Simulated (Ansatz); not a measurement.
# Phonons of La3InB (Pm-3m) against volume, part 2 of 2

Wanted: mode Grüneisen parameters of La3InB (Pm-3m).

Ansatz 0.2.0; DFT PBEsol, scalar-relativistic, plane waves, PAW; PAW set soft_1.

So far, highest frequency on path, mesh or solved points (cm⁻¹): step 2 (response at finite wavevector) 410; step 4 (phonons at the other volume, volume ratio 0.97) 422.

## Step 5: Relaxing at another volume, volume ratio 1.03

The volume is scaled by 1.03 and held; symmetry leaves nothing to relax, so this is a single point. The modes can then be followed against volume.

The input, input.yaml:

```yaml
crystal:
  lattice:
    - [5.2992354312, 0.0, 0.0]
    - [0.0, 5.2992354312, 0.0]
    - [0.0, 0.0, 5.2992354312]
  atoms:
    - { symbol: La, position: [0.5, 0.0, 0.5] }
    - { symbol: La, position: [0.5, 0.5, 0.0] }
    - { symbol: La, position: [0.0, 0.5, 0.5] }
    - { symbol: In, position: [0.0, 0.0, 0.0] }
    - { symbol: B, position: [0.5, 0.5, 0.5] }
kpoints:
  mp_grid: { grid: [8, 8, 8] }
hamiltonian:
  xc: pbesol
  pseudopotentials: { kind: paw, azcp: { folder: soft_1 }, xc_functional: pbe }
scf:
  occupations: { method: methfessel_paxton, width: 0.2 }
output:
  forces: true
  stress: true
  eigenvalues: true
```

Run with:

```bash
$ ansatz run input.yaml --threads 4 --pin off --max-ram 10240MiB --backend cpu --events-out ev --progress --plain --runs-dir out
```

The program printed:

```text
[...]
Crystal: 5 atoms, lattice volume = 148.813 Å³
Basis set: ecut = 420 eV, 2945 PW (Γ), exchange–correlation on 72×72×72 points (8 copies of the dense FFT grid, shifted against one another)
Bands: 30, of which v1, the nominal top of the filled ones, is band 25 counted from 1 (24 counted from 0)
Symmetry: 48 space group operations
[...]
k-points: 35 of 512
[...]
k-point 0: bands = [... 21 lower, 9.4469, 9.4469, 9.4469, 10.6471, 10.6471, 10.6471, 10.8675, 10.8675, ... 1 higher]
  k-point 1: bands = [... 21 lower, 9.4500, 9.4807, 9.5306, 10.3583, 10.5639, 10.5639, 10.7238, 10.9227, ... 1 higher]
  k-point 2: bands = [... 21 lower, 9.4586, 9.5704, 9.5729, 9.8992, 10.3447, 10.3447, 10.7888, 11.1441, ... 1 higher]
  k-point 34: bands = [... 21 lower, 7.3404, 10.1681, 10.1681, 10.1681, 11.3842, 11.3842, 11.3842, 11.5387, ... 1 higher]
[key lines of the parts left out:]
SCF converged after 9 iterations
Free energy (F): -24163.241474 eV
Fermi energy:    9.740335 eV
P = ⅓ Tr σ = -1.3565 GPa (-13.565 kbar)
```

Elapsed: 2.2 s, on 4 threads of AMD EPYC 9B14 (Zen 4), shared host; peak memory 0.61 GiB.

This step gave:

```
pressure        : -1.357 GPa
volume per atom : 29.76 Å³
```

The run ends at a pressure of -1.36 GPa.

## Step 6: Phonons at the other volume, volume ratio 1.03

The phonons are repeated at this volume on the same meshes, so that differences come from the volume alone.

input.yaml, as its differences from that of step 5:

```diff
@@ -19,4 +19,11 @@
 output:
-  forces: true
-  stress: true
   eigenvalues: true
+phonons:
+  method: dfpt
+  qmesh: [2, 2, 2]
+  temperatures: { t_max: 1000, t_step: 50 }
+  qpath:
+    path:
+      - [[0.0, 0.0, 0.0], [0.0, 0.5, 0.0], [0.5, 0.5, 0.0], [0.0, 0.0, 0.0], [0.5, 0.5, 0.5], [0.0, 0.5, 0.0]]
+      - [[0.5, 0.5, 0.5], [0.5, 0.5, 0.0]]
+    npoints: 10
```

The program printed:

```text
[...]
Crystal: 5 atoms, lattice volume = 148.813 Å³
Basis set: ecut = 420 eV, 2945 PW (Γ), exchange–correlation on 72×72×72 points (8 copies of the dense FFT grid, shifted against one another)
Bands: 30, of which v1, the nominal top of the filled ones, is band 25 counted from 1 (24 counted from 0)
Symmetry: 48 space group operations
k-points: 35 of 512
[...]
k-point 34: bands = [... 21 lower, 7.3404, 10.1681, 10.1681, 10.1681, 11.3842, 11.3842, 11.3842, 11.5387, ... 6 higher]
[...]
ASR residual: 3.755e-5 → 0.000e0 eV/Å²; symmetrization residual: 2.153e-6 eV/Å²
  ASR residual per site (eV/Å²): 3.10e-5 3.10e-5 3.10e-5 3.75e-5 2.42e-5
[...]
--- Phonons (arbitrary-q DFPT): 4 irreducible q on the 2×2×2 mesh ---
[...]
interpolated dispersion: 62 rows × 15 modes
[...]
[key lines of the parts left out:]
SCF converged after 12 iterations
Free energy (F): -24163.241474 eV
Fermi energy:    9.740352 eV
```

It took 4.8 min on 4 threads; peak memory 2.2 GiB; 18 min of CPU time.

Read from the output:

```yaml
sum_rule_residual_before_enforcement: 3.75e-5 eV/Å²
lowest_frequency_on_the_path: -96.87 cm⁻¹
highest_frequency_on_path_mesh_or_solved_points: 398.9 cm⁻¹
highest_optical_mode_at_the_zone_centre_no_lo_to_term: 147.6 cm⁻¹
lowest_optical_zone_centre_mode: -96.87 cm⁻¹
lowest_mode_on_the_q_mesh_acoustic_modes_at_gamma_apart: -96.87 cm⁻¹
```

Frequencies (cm⁻¹) solved at each irreducible wavevector; negative means imaginary. Frequencies by wavevector, by row:

```tsv
q in reciprocal lattice units	star	mode 1	mode 2	mode 3	mode 4	mode 13	mode 14	mode 15
0 0 0	1	-96.9	-96.9	-96.9	-53.7	147.6	147.6	147.6
0 0 -0.5	3	5.4	5.4	35	42.8	289.9	289.9	323.9
0 -0.5 -0.5	3	17	52.5	52.5	61.6	330.1	354.6	354.6
-0.5 -0.5 -0.5	1	-8	-8	-8	48.3	398.9	398.9	398.9
```

The highest optical mode at the zone centre (no LO-TO term) is 147.6 cm⁻¹, -14.4 cm⁻¹ against the base run.

## Step 7: Grüneisen parameters

The Grüneisen parameter of a mode is minus the logarithmic change of its frequency with volume, −d ln ω / d ln V; weighted by heat capacity it gives the expansion.

Numbers from this step:

```
bulk modulus : 48.4 GPa
```

Phonon branches along the path, in cm⁻¹:

```tsv
point	branch 1	branch 2	branch 3	branch 4	branch 12	branch 13	branch 14	branch 15
Γ	-118	-118	-118	-60	67	162	162	162
halfway	-44	-44	-33	24	125	230	230	236
X	-13	-13	37	42	143	305	305	330
halfway	22	37	43	48	142	328	333	346
M	18	54	54	62	145	350	362	362
halfway	-28	-12	28	36	125	282	288	289
Γ	-118	-118	-118	-60	67	162	162	162
halfway	-26	25	25	60	131	325	325	325
R	-4	-4	-4	54	166	410	410	410
halfway	16	23	34	64	145	357	358	367
X	-13	-13	37	42	143	305	305	330
jump to R	-4	-4	-4	54	166	410	410	410
halfway	13	27	27	62	154	380	387	387
M	18	54	54	62	145	350	362	362
```

The same for volume x 0.97:

```tsv
point	branch 1	branch 2	branch 3	branch 4	branch 12	branch 13	branch 14	branch 15
Γ	-135	-135	-135	-66	72	178	178	178
X	-22	-22	40	41	149	321	321	336
M	20	55	55	62	150	369	369	369
Γ	-135	-135	-135	-66	72	178	178	178
R	7	7	7	59	172	422	422	422
X	-22	-22	40	41	149	321	321	336
R	7	7	7	59	172	422	422	422
M	20	55	55	62	150	369	369	369
```

The same for volume x 1.03:

```tsv
point	branch 1	branch 2	branch 3	branch 4	branch 12	branch 13	branch 14	branch 15
Γ	-97	-97	-97	-54	62	148	148	148
X	5	5	35	43	137	290	290	324
M	17	52	52	62	140	330	355	355
Γ	-97	-97	-97	-54	62	148	148	148
R	-8	-8	-8	48	161	399	399	399
X	5	5	35	43	137	290	290	324
R	-8	-8	-8	48	161	399	399	399
M	17	52	52	62	140	330	355	355
```

## Step 8: Outcome

```yaml
bulk_modulus: 48.4 GPa
```

In words: No expansion is given, because modes are imaginary at one volume or more. The highest optical mode at Γ goes from 178 to 148 cm⁻¹ as the cell grows, a Grüneisen parameter of 3.14. Branches are matched by rank, so values near crossings are rough. With no gap, or one that is small against the smearing, the frequencies hang on the k mesh and the smearing, most of all near Kohn anomalies. The phonon runs are without spin polarisation, although the cell has an odd electron count. Spin-orbit coupling is left out, which can matter for the heavy elements here. The PAW files were made for PBE and serve the other functionals too.

[Long decimals in the printed logs are rounded to 6 places.]

[Logs are printed without paths, hosts, clocks, repeated set-up lines and the standing remarks that a program may print on its own settings, such as how far it seeks lower states.]

[Hosts, paths, dates, database ids (printed as entryN), source tags and the programs' standing remarks are cut or masked in the printed files.]

[Where the starting crystal was built by hand or by swapping elements, it need not be the compound's stable phase.]
